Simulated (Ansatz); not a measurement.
## Tc of Au (Fm-3m) from its phonons

What Tc do the phonons of Au (Fm-3m) give, and how does it depend on μ*? The cell shown first is a relaxed one, from steps not shown here.

Main program and level: Ansatz 0.2.0; DFT PBE, scalar-relativistic, plane waves, PAW.

### 1. The cell after earlier relaxation steps

Symmetry: Fm-3m, No. 225, cubic system. Conventional cell: a = 4.159 Å, b = 4.159 Å, c = 4.159 Å, α = 90.00°, β = 90.00°, γ = 90.00°. Au has 12 Au at 2.94 Å nearest.

As a file:

```cif
data_structure
_symmetry_space_group_name_H-M 'Fm-3m'
_symmetry_Int_Tables_number 225
_cell_length_a 4.1593
_cell_length_b 4.1593
_cell_length_c 4.1593
_cell_angle_alpha 90.000
_cell_angle_beta 90.000
_cell_angle_gamma 90.000
_cell_volume 71.96
loop_
_atom_site_label
_atom_site_type_symbol
_atom_site_symmetry_multiplicity
_atom_site_Wyckoff_symbol
_atom_site_fract_x
_atom_site_fract_y
_atom_site_fract_z
_atom_site_occupancy
Au1 Au 4 a 0.00000 0.00000 0.00000 1
```

### 2. Coupling and resistivity: q 3×3×3, k 9×9×9, scattering 16×16×16

The run that gives the couplings also evaluates McMillan's and Allen and Dynes's formulas and, where asked, the Eliashberg equations, over a range of μ*.

Contents of input.yaml:

```yaml
crystal:
  lattice:
    - [0.0, 2.0796649767, 2.0796649767]
    - [2.0796649767, 0.0, 2.0796649767]
    - [2.0796649767, 2.0796649767, 0.0]
  atoms:
    - { symbol: Au, position: [0.0, 0.0, 0.0] }
kpoints:
  mp_grid: { grid: [9, 9, 9] }
hamiltonian:
  xc: pbe
scf:
  occupations: { method: methfessel_paxton, width: 0.2 }
output:
  eigenvalues: true
phonons:
  method: dfpt
  qmesh: [3, 3, 3]
  temperatures: { t_max: 1000, t_step: 50 }
  qpath:
    path:
      - [[0.0, 0.0, 0.0], [0.5, 0.0, 0.5], [0.625, 0.25, 0.625]]
      - [[0.375, 0.375, 0.75], [0.0, 0.0, 0.0], [0.5, 0.5, 0.5], [0.5, 0.25, 0.75], [0.5, 0.0, 0.5]]
    npoints: 10
  electrical_resistivity:
    mesh: [16, 16, 16]
    temperatures: [20.0, 50.0, 80.0, 100.0, 150.0, 200.0, 273.0, 300.0, 400.0, 500.0, 600.0, 800.0]
  superconductivity: { mesh: [16, 16, 16] }
```

Launch:

```console
> ansatz run input.yaml --threads 4 --pin off --max-ram 10240MiB --backend cpu --events-out ev --progress --plain --runs-dir out
```

Numbers of over 12 decimals in the logs are rounded to 6 here.

What it wrote:

```text
Engine: ansatz 0.2.0, aarch64-unknown-linux-gnu
Pseudopotentials: kind: paw
Pseudopotential: Au, paw, valence charge 19, recommended cutoff 420 eV (normal), Au.paw.azcp
Functional definition: PBE
  parameter kappa = 0.804
  parameter beta = 0.066725
  exchange = pbe_x(kappa = kappa, mu = beta*pi^2/3)
  correlation = pbe_c(beta = beta)
Crystal: 1 atoms, lattice volume = 17.989 Å³
Basis set: ecut = 420 eV, 339 PW (Γ), exchange–correlation on 40×40×40 points (8 copies of the dense FFT grid, shifted against one another)
Bands: 14, of which v1, the nominal top of the filled ones, is band 10 counted from 1 (9 counted from 0)
Symmetry: 48 space group operations
k-points: 35 of 729
Non-local potential: Au, projectors of the file, l = 0: 3, l = 1: 2, l = 2: 2, l = 3: 1
PAW form: soft (Blöchl's): semilocal exchange-correlation on the pseudo side does not see the compensation charge
PAW one-centre angular grid: Au, 590 points (default); XC on 64 Gauss nodes
Initial density: superposition of atomic densities (neutral atoms: chi_scale 0, normalization atom), corrected by the library's trained network
Initial wavefunctions: pseudopotential atomic-orbital guess
Functional: x = pbe(κ = 0.804, μ = 0.219515), c = pbe(β = 0.066725)
SCF iter   1: F=—  HF=-13149.351437 eV  |F-HF|=—  |Δ(HF+E_count)|=         —  Δρ=1.56e-3  dr2=1.24e-4  ethr=1.77e-3  ⟨swp⟩=4.1  Hψ=2313  notcnv=0
preconditioner: auto → none  [insulator: Δε(μ)=0.558 eV  Ē_g=15.491 eV  σ=0.200 eV  W_gap=0.61  n_scr=8 (ndim 8)  ℏωp=29.0 eV  f_vac=0.000  D(μ)=0.04/eV (n_scr^D=0)  ε∞_Penn≈4.5]
SCF iter   2: F=—  HF=-13149.351807 eV  |F-HF|=—  |Δ(HF+E_count)|=   3.70e-4  S|Δr|=    0.00e0  Δρ=8.03e-4  dr2=3.04e-5  ethr=6.53e-7  ⟨swp⟩=2.7  Hψ=1105  notcnv=0
SCF iter   3: F=—  HF=-13149.351886 eV  |F-HF|=—  |Δ(HF+E_count)|=   7.93e-5  S|Δr|=    0.00e0  Δρ=2.46e-4  dr2=1.06e-5  ethr=1.60e-7  ⟨swp⟩=2.0  Hψ=678  notcnv=0
SCF iter   4: F=—  HF=-13149.351884 eV  |F-HF|=—  |Δ(HF+E_count)|=   2.56e-6  S|Δr|=    0.00e0  Δρ=3.52e-5  dr2=1.35e-7  ethr=5.60e-8  ⟨swp⟩=2.1  Hψ=663  notcnv=0
SCF iter   5: F=—  HF=-13149.351884 eV  |F-HF|=—  |Δ(HF+E_count)|=   1.20e-7  S|Δr|=    0.00e0  Δρ=7.55e-6  dr2=3.22e-9  ethr=7.09e-10  ⟨swp⟩=2.0  Hψ=697  notcnv=0
SCF iter   6: F=—  HF=-13149.351884 eV  |F-HF|=—  |Δ(HF+E_count)|=   4.64e-9  S|Δr|=    0.00e0  Δρ=6.97e-7  dr2=8.06e-11  ethr=1.70e-11  ⟨swp⟩=2.0  Hψ=669  notcnv=0
SCF iter   7: F=—  HF=-13149.351884 eV  |F-HF|=—  |Δ(HF+E_count)|=  1.46e-11  S|Δr|=    0.00e0  Δρ=2.79e-7  dr2=1.49e-11  ethr=1.00e-12  ⟨swp⟩=5.9  Hψ=1999  notcnv=0
SCF iter   8: F=-13149.351884 eV  HF=-13149.351884 eV  |F-HF|=0.00e0  |Δ(HF+E_count)|=  7.28e-12  S|Δr|=    0.00e0  Δρ=2.34e-8  dr2=6.32e-14  ethr=1.00e-12  ⟨swp⟩=4.9  Hψ=1648  notcnv=0
SCF 1 converged in 8 iterations: F = -13149.351884 eV  dr2 = 6.32e-14
  greatest PAW one-centre occupation: 1.000 electrons in one spin orbital (limit 2), on the Au atom at site 0 (counted from 0), in its partial waves of l = 0
NSCF: frozen V_eff on 35 k-points
NSCF: frozen V_eff on 75 k-points
DFPT response loops at q = (0, 0, 0) (fractional): preconditioner auto → Kerker (q_TF=auto, 2.753 Å⁻¹) (partly filled bands, converged f_vac=0.000); β = 1.00, the filter's whole step (`scf.mixing.beta` (0.50) is not read by the response loops under this deck's `scf.mixing.preconditioner`; to damp them name `kerker` or `kerker_dos`, under which they read `scf.mixing.beta`, and type it under 1.00, their step now; both keys bind the ground state too); Broyden in place of MSR1
NSCF: frozen V_eff on 810 k-points
DFPT response loops at q = (0, 0, 0.333333) (fractional): mixed as the last ones told, above
NSCF: frozen V_eff on 450 k-points
DFPT response loops at q = (0, 0.333333, 0.333333) (fractional): mixed as the last ones told, above
NSCF: frozen V_eff on 810 k-points
DFPT response loops at q = (0, 0.333333, -0.333333) (fractional): mixed as the last ones told, above
SCF iter   1: F=—  HF=-13149.351437 eV  |F-HF|=—  |Δ(HF+E_count)|=         —  Δρ=1.56e-3  dr2=1.24e-4  ethr=1.77e-3  ⟨swp⟩=4.1  Hψ=2313  notcnv=0
SCF iter   2: F=—  HF=-13149.351807 eV  |F-HF|=—  |Δ(HF+E_count)|=   3.70e-4  S|Δr|=    0.00e0  Δρ=8.03e-4  dr2=3.04e-5  ethr=6.53e-7  ⟨swp⟩=2.7  Hψ=1105  notcnv=0
SCF iter   3: F=—  HF=-13149.351886 eV  |F-HF|=—  |Δ(HF+E_count)|=   7.93e-5  S|Δr|=    0.00e0  Δρ=2.46e-4  dr2=1.06e-5  ethr=1.60e-7  ⟨swp⟩=2.0  Hψ=678  notcnv=0
SCF iter   4: F=—  HF=-13149.351884 eV  |F-HF|=—  |Δ(HF+E_count)|=   2.56e-6  S|Δr|=    0.00e0  Δρ=3.52e-5  dr2=1.35e-7  ethr=5.60e-8  ⟨swp⟩=2.1  Hψ=663  notcnv=0
SCF iter   5: F=—  HF=-13149.351884 eV  |F-HF|=—  |Δ(HF+E_count)|=   1.20e-7  S|Δr|=    0.00e0  Δρ=7.55e-6  dr2=3.22e-9  ethr=7.09e-10  ⟨swp⟩=2.0  Hψ=697  notcnv=0
SCF iter   6: F=—  HF=-13149.351884 eV  |F-HF|=—  |Δ(HF+E_count)|=   4.64e-9  S|Δr|=    0.00e0  Δρ=6.97e-7  dr2=8.06e-11  ethr=1.70e-11  ⟨swp⟩=2.0  Hψ=669  notcnv=0
SCF iter   7: F=—  HF=-13149.351884 eV  |F-HF|=—  |Δ(HF+E_count)|=  1.46e-11  S|Δr|=    0.00e0  Δρ=2.79e-7  dr2=1.50e-11  ethr=1.00e-12  ⟨swp⟩=2.5  Hψ=985  notcnv=0
SCF iter   8: F=-13149.351884 eV  HF=-13149.351884 eV  |F-HF|=3.64e-12  |Δ(HF+E_count)|=  7.28e-12  S|Δr|=    0.00e0  Δρ=2.23e-8  dr2=5.13e-14  ethr=1.00e-12  ⟨swp⟩=2.0  Hψ=966  notcnv=0
SCF 2 converged in 8 iterations: F = -13149.351884 eV  dr2 = 5.13e-14
NSCF: frozen V_eff on 35 k-points
NSCF: frozen V_eff on 72 k-points
[...]
SCF converged after 8 iterations
Stability not checked: this state was not tested for a lower state beside it, because cold or Methfessel-Paxton smearing, or corrected tetrahedra, fill the levels in a way that the test cannot read (fill_not_monotonic; see scf.lower_state_search)
Free energy (F): -13149.351884 eV
Harris-Foulkes:  -13149.351884 eV  (|F-HF|=0.00e0)
Internal energy: -13149.352422 eV  (E = F + TS)
E sigma→0 (E₀):  -13149.352018 eV
Entropy (-TS):   0.000539 eV (0.539 meV/atom)
Fermi energy:    19.368268 eV
--- Per-component energies (eV) ---
  E_band       = -230.076808
  E_kinetic    = 604.084244
  E_local      = -1784.531273  (includes V_loc(G=0)·N_el)
  E_nonlocal   = 74.375524
  E_hartree    = 756.173771
  E_xc         = -227.653949
  E_vxc        = -274.747766  (∫ρ·V_xc dr)
  E_paw        = -9706.754087  (= ΣΔE_a)
  E_vpaw       = -361.606474  (= ΣTr[D̂ρ^β])
  E_aug_tail   = 0.001384  (compensation charges beyond the density's cutoff)
  E_ewald      = -2865.048036
  E_smearing   = 0.000539  (= −TS)
  E_closure    = -0.000000  (closes the sum)
  Σ components = -13149.351884   (vs F -13149.351884, Δ=0.00e0)
--- Band table (eV; the first three rows and the last of 35) ---
[...]
Hall coefficient in a weak field at 20 K (a third of the trace): -9.505e-11 m³/C (as a tensor it moves by 0.9 % between the two finest meshes); by each state's relaxation time: -9.269e-11 m³/C; by a constant relaxation time: -8.646e-11 m³/C
  mean free path at 50 K (of a tensor a third of its trace): 285 nm by what each carries, 262 by the Fermi surface alone
  Hall coefficient in a weak field at 50 K (a third of the trace): -8.721e-11 m³/C (as a tensor it moves by 0.6 % between the two finest meshes); by each state's relaxation time: -8.330e-11 m³/C; by a constant relaxation time: -8.646e-11 m³/C
  mean free path at 80 K (of a tensor a third of its trace): 134 nm by what each carries, 128 by the Fermi surface alone
  Hall coefficient in a weak field at 80 K (a third of the trace): -8.315e-11 m³/C (as a tensor it moves by 0.8 % between the two finest meshes); by each state's relaxation time: -8.113e-11 m³/C; by a constant relaxation time: -8.638e-11 m³/C
  mean free path at 100 K (of a tensor a third of its trace): 100 nm by what each carries, 96.2 by the Fermi surface alone
  Hall coefficient in a weak field at 100 K (a third of the trace): -8.231e-11 m³/C (as a tensor it moves by 1.2 % between the two finest meshes); by each state's relaxation time: -8.066e-11 m³/C; by a constant relaxation time: -8.632e-11 m³/C
  mean free path at 150 K (of a tensor a third of its trace): 62.6 nm by what each carries, 60.5 by the Fermi surface alone
  Hall coefficient in a weak field at 150 K (a third of the trace): -8.162e-11 m³/C (as a tensor it moves by 1.7 % between the two finest meshes); by each state's relaxation time: -8.032e-11 m³/C; by a constant relaxation time: -8.622e-11 m³/C
  mean free path at 200 K (of a tensor a third of its trace): 46.0 nm by what each carries, 44.4 by the Fermi surface alone
  Hall coefficient in a weak field at 200 K (a third of the trace): -8.146e-11 m³/C (as a tensor it moves by 1.8 % between the two finest meshes); by each state's relaxation time: -8.026e-11 m³/C; by a constant relaxation time: -8.619e-11 m³/C
  mean free path at 273 K (of a tensor a third of its trace): 33.2 nm by what each carries, 32.2 by the Fermi surface alone
  Hall coefficient in a weak field at 273 K (a third of the trace): -8.142e-11 m³/C (as a tensor it moves by 1.8 % between the two finest meshes); by each state's relaxation time: -8.026e-11 m³/C; by a constant relaxation time: -8.619e-11 m³/C
  mean free path at 300 K (of a tensor a third of its trace): 30.2 nm by what each carries, 29.2 by the Fermi surface alone
  Hall coefficient in a weak field at 300 K (a third of the trace): -8.143e-11 m³/C (as a tensor it moves by 1.8 % between the two finest meshes); by each state's relaxation time: -8.027e-11 m³/C; by a constant relaxation time: -8.620e-11 m³/C
  mean free path at 400 K (of a tensor a third of its trace): 22.5 nm by what each carries, 21.7 by the Fermi surface alone
  Hall coefficient in a weak field at 400 K (a third of the trace): -8.149e-11 m³/C (as a tensor it moves by 1.7 % between the two finest meshes); by each state's relaxation time: -8.032e-11 m³/C; by a constant relaxation time: -8.622e-11 m³/C
  mean free path at 500 K (of a tensor a third of its trace): 17.9 nm by what each carries, 17.3 by the Fermi surface alone
  Hall coefficient in a weak field at 500 K (a third of the trace): -8.160e-11 m³/C (as a tensor it moves by 1.6 % between the two finest meshes); by each state's relaxation time: -8.038e-11 m³/C; by a constant relaxation time: -8.624e-11 m³/C
  mean free path at 600 K (of a tensor a third of its trace): 14.9 nm by what each carries, 14.4 by the Fermi surface alone
  Hall coefficient in a weak field at 600 K (a third of the trace): -8.173e-11 m³/C (as a tensor it moves by 1.5 % between the two finest meshes); by each state's relaxation time: -8.044e-11 m³/C; by a constant relaxation time: -8.626e-11 m³/C
  mean free path at 800 K (of a tensor a third of its trace): 11.1 nm by what each carries, 10.8 by the Fermi surface alone
  Hall coefficient in a weak field at 800 K (a third of the trace): -8.203e-11 m³/C (as a tensor it moves by 1.4 % between the two finest meshes); by each state's relaxation time: -8.058e-11 m³/C; by a constant relaxation time: -8.629e-11 m³/C
  the resistivity times a path that all electrons share, by the Fermi surface of the deck's mesh alone (a third of the trace): 8.691e-16 Ω·m²
  not converged in the mesh (λ; λ_tr; the resistivity at 20 K by 8.35 %; the resistivity at 50 K by 3.58 %; the resistivity at 80 K by 2.69 %; the resistivity at 100 K by 2.48 %; the resistivity at 150 K by 2.27 %; the resistivity at 200 K by 2.18 %; the resistivity at 273 K by 2.08 %; the resistivity at 300 K by 2.05 %): between neighbouring meshes, the two finest first, λ moves by 4.23 % and 13.74 %, λ_tr by 7.30 % and 19.86 % and the resistivity by up to 8.35 % and 4.84 %; an estimate, no bound, puts it up to 5.0e-7 % above the Boltzmann equation's exact value after up to 5 iterations (at most 30 are made, fewer where the estimate is under 1.0e-6 % of each spin channel's own resistivity)
  vibrations of 27 cells: unjudged by the run; compare a larger repeat
  the changes of the potential over all sites missed a rigid shift's by 0.00 % (the site terms' by 0.11 %)
  at the force constants' own smearing the fine mesh and the k-points of their solves give squared frequencies that differ by 4.3 % of the larger at the most, at (0, 0.3333, -0.3333)
--- Superconductivity: potentials and phonons of a 3×3×3 supercell ---
           mesh         λ    ħω_log (meV)  μ* declared at (meV)
       16×16×16    0.1990           8.160                9.673
          8×8×8    0.2074           8.132                9.555
          4×4×4    0.2359           7.992                9.386
  λ by the species' shares of the modes' patterns: Au 0.1990
  with the Fermi level up to 16.9 meV (the hardest mode) off, states and modes as they are: density of states 0.1467 to 0.1468 /eV of one spin and cell, λ 0.1981 to 0.2000
  transition temperature on the deck's mesh (K), isotropic and anisotropic, restricted to the Fermi surface (FSR) and over the full bandwidth (FBW), and the last with the density of states resolved in a narrower window:
        μ*   McMillan   Allen–Dynes      iso. FSR      iso. FBW    aniso. FSR    aniso. FBW  narrow window
      0.08      0.001         0.001    none_found    none_found    none_found    none_found     none_found
      0.10      0.000         0.000    none_found    none_found    none_found    none_found     none_found
      0.12      0.000         0.000    none_found    none_found    none_found    none_found     none_found
      0.13      0.000         0.000    none_found    none_found    none_found    none_found     none_found
      0.14      0.000         0.000    none_found    none_found    none_found    none_found     none_found
      0.16      0.000         0.000    none_found    none_found    none_found    none_found     none_found
      0.20          -             -    none_found    none_found    none_found    none_found     none_found
  none_found: no transition down to 0.1 K
  isotope coefficients −∂ln Tc/∂ln M under μ* = 0.13, the force constants as they are, of the isotropic transitions restricted to the Fermi surface and over the full bandwidth: Au - and -
  not converged in the mesh (λ): between neighbouring meshes, the two finest first, λ moves by 4.23 % and 13.74 % and the anisotropic transition temperature over the full bandwidth at μ* = 0.13 by nothing (neither mesh has one) and nothing (neither mesh has one); converged means that the two finest part by at most 2.00 % and 5.00 %
  vibrations of 27 cells: unjudged by the run; compare a larger repeat
  the changes of the potential over all sites missed a rigid shift's by 0.00 % (the site terms' by 0.11 %)
  at the force constants' own smearing the fine mesh and the k-points of their solves give squared frequencies that differ by 4.3 % of the larger at the most, at (0, 0.3333, -0.3333)
```

Run time: 45 s. Hardware: 4 threads of Arm Neoverse V2, shared host; peak memory 2.2 GiB.

In the SCF lines HF is the Harris–Foulkes energy and dr2 the Hartree energy of the density residual, in eV; the loop may stop once dr2 is under the threshold and the program's other checks hold. Hψ counts applications of the Hamiltonian.

Numbers from this step:

| Property | Result |
| --- | --- |
| volume per atom | 17.99 Å³ |
| metallic on mesh | yes |
| gap on the k-mesh | 0 eV |
| zero point energy | 0.01511 eV/cell |
| share of imaginary modes in the plain interpolation between solved wavevectors | 0 |
| highest frequency, solved or plainly interpolated | 135 cm⁻¹ |
| Debye temperature (second moment) | 160 K |
| resistivity at 300 K | 2.978 μΩ cm |
| coupling constant λ | 0.199 |
| density of states at the Fermi level | 0.1467 states/eV a spin and cell |
| log mean phonon energy ħω_log | 8.16 meV |
| transport coupling constant λ_tr | 0.1985, 0.1985, 0.1985 (xx, yy, zz) |
| Drude plasma energy | 8.709, 8.709, 8.709 eV (xx, yy, zz) |
| resistivity times mean free path | 8.691, 8.691, 8.691 × 10⁻¹⁶ Ω m² (xx, yy, zz) |
| second-moment phonon energy ħω₂ | 9.673 meV |
| coupling λ by branch | 0.0743, 0.0834, 0.0414 (branches by rank of frequency) |

An empty cell: under 1 mK by a formula, or no transition down to the floor of the Eliashberg search. Transition temperatures:

```csv
μ*,McMillan Tc (K),Allen–Dynes Tc (K)
0.08,-,-
0.1,-,-
0.12,-,-
0.13,-,-
0.14,-,-
0.16,-,-
0.2,-,-
```

[end of part 1 of 2]

[Logs are printed without paths, hosts, clocks, repeated set-up lines and the standing remarks that a program may print on its own settings, such as how far it seeks lower states.]

[Hosts, paths, dates, database ids (printed as entryN), source tags and the programs' standing remarks are cut or masked in the printed files.]
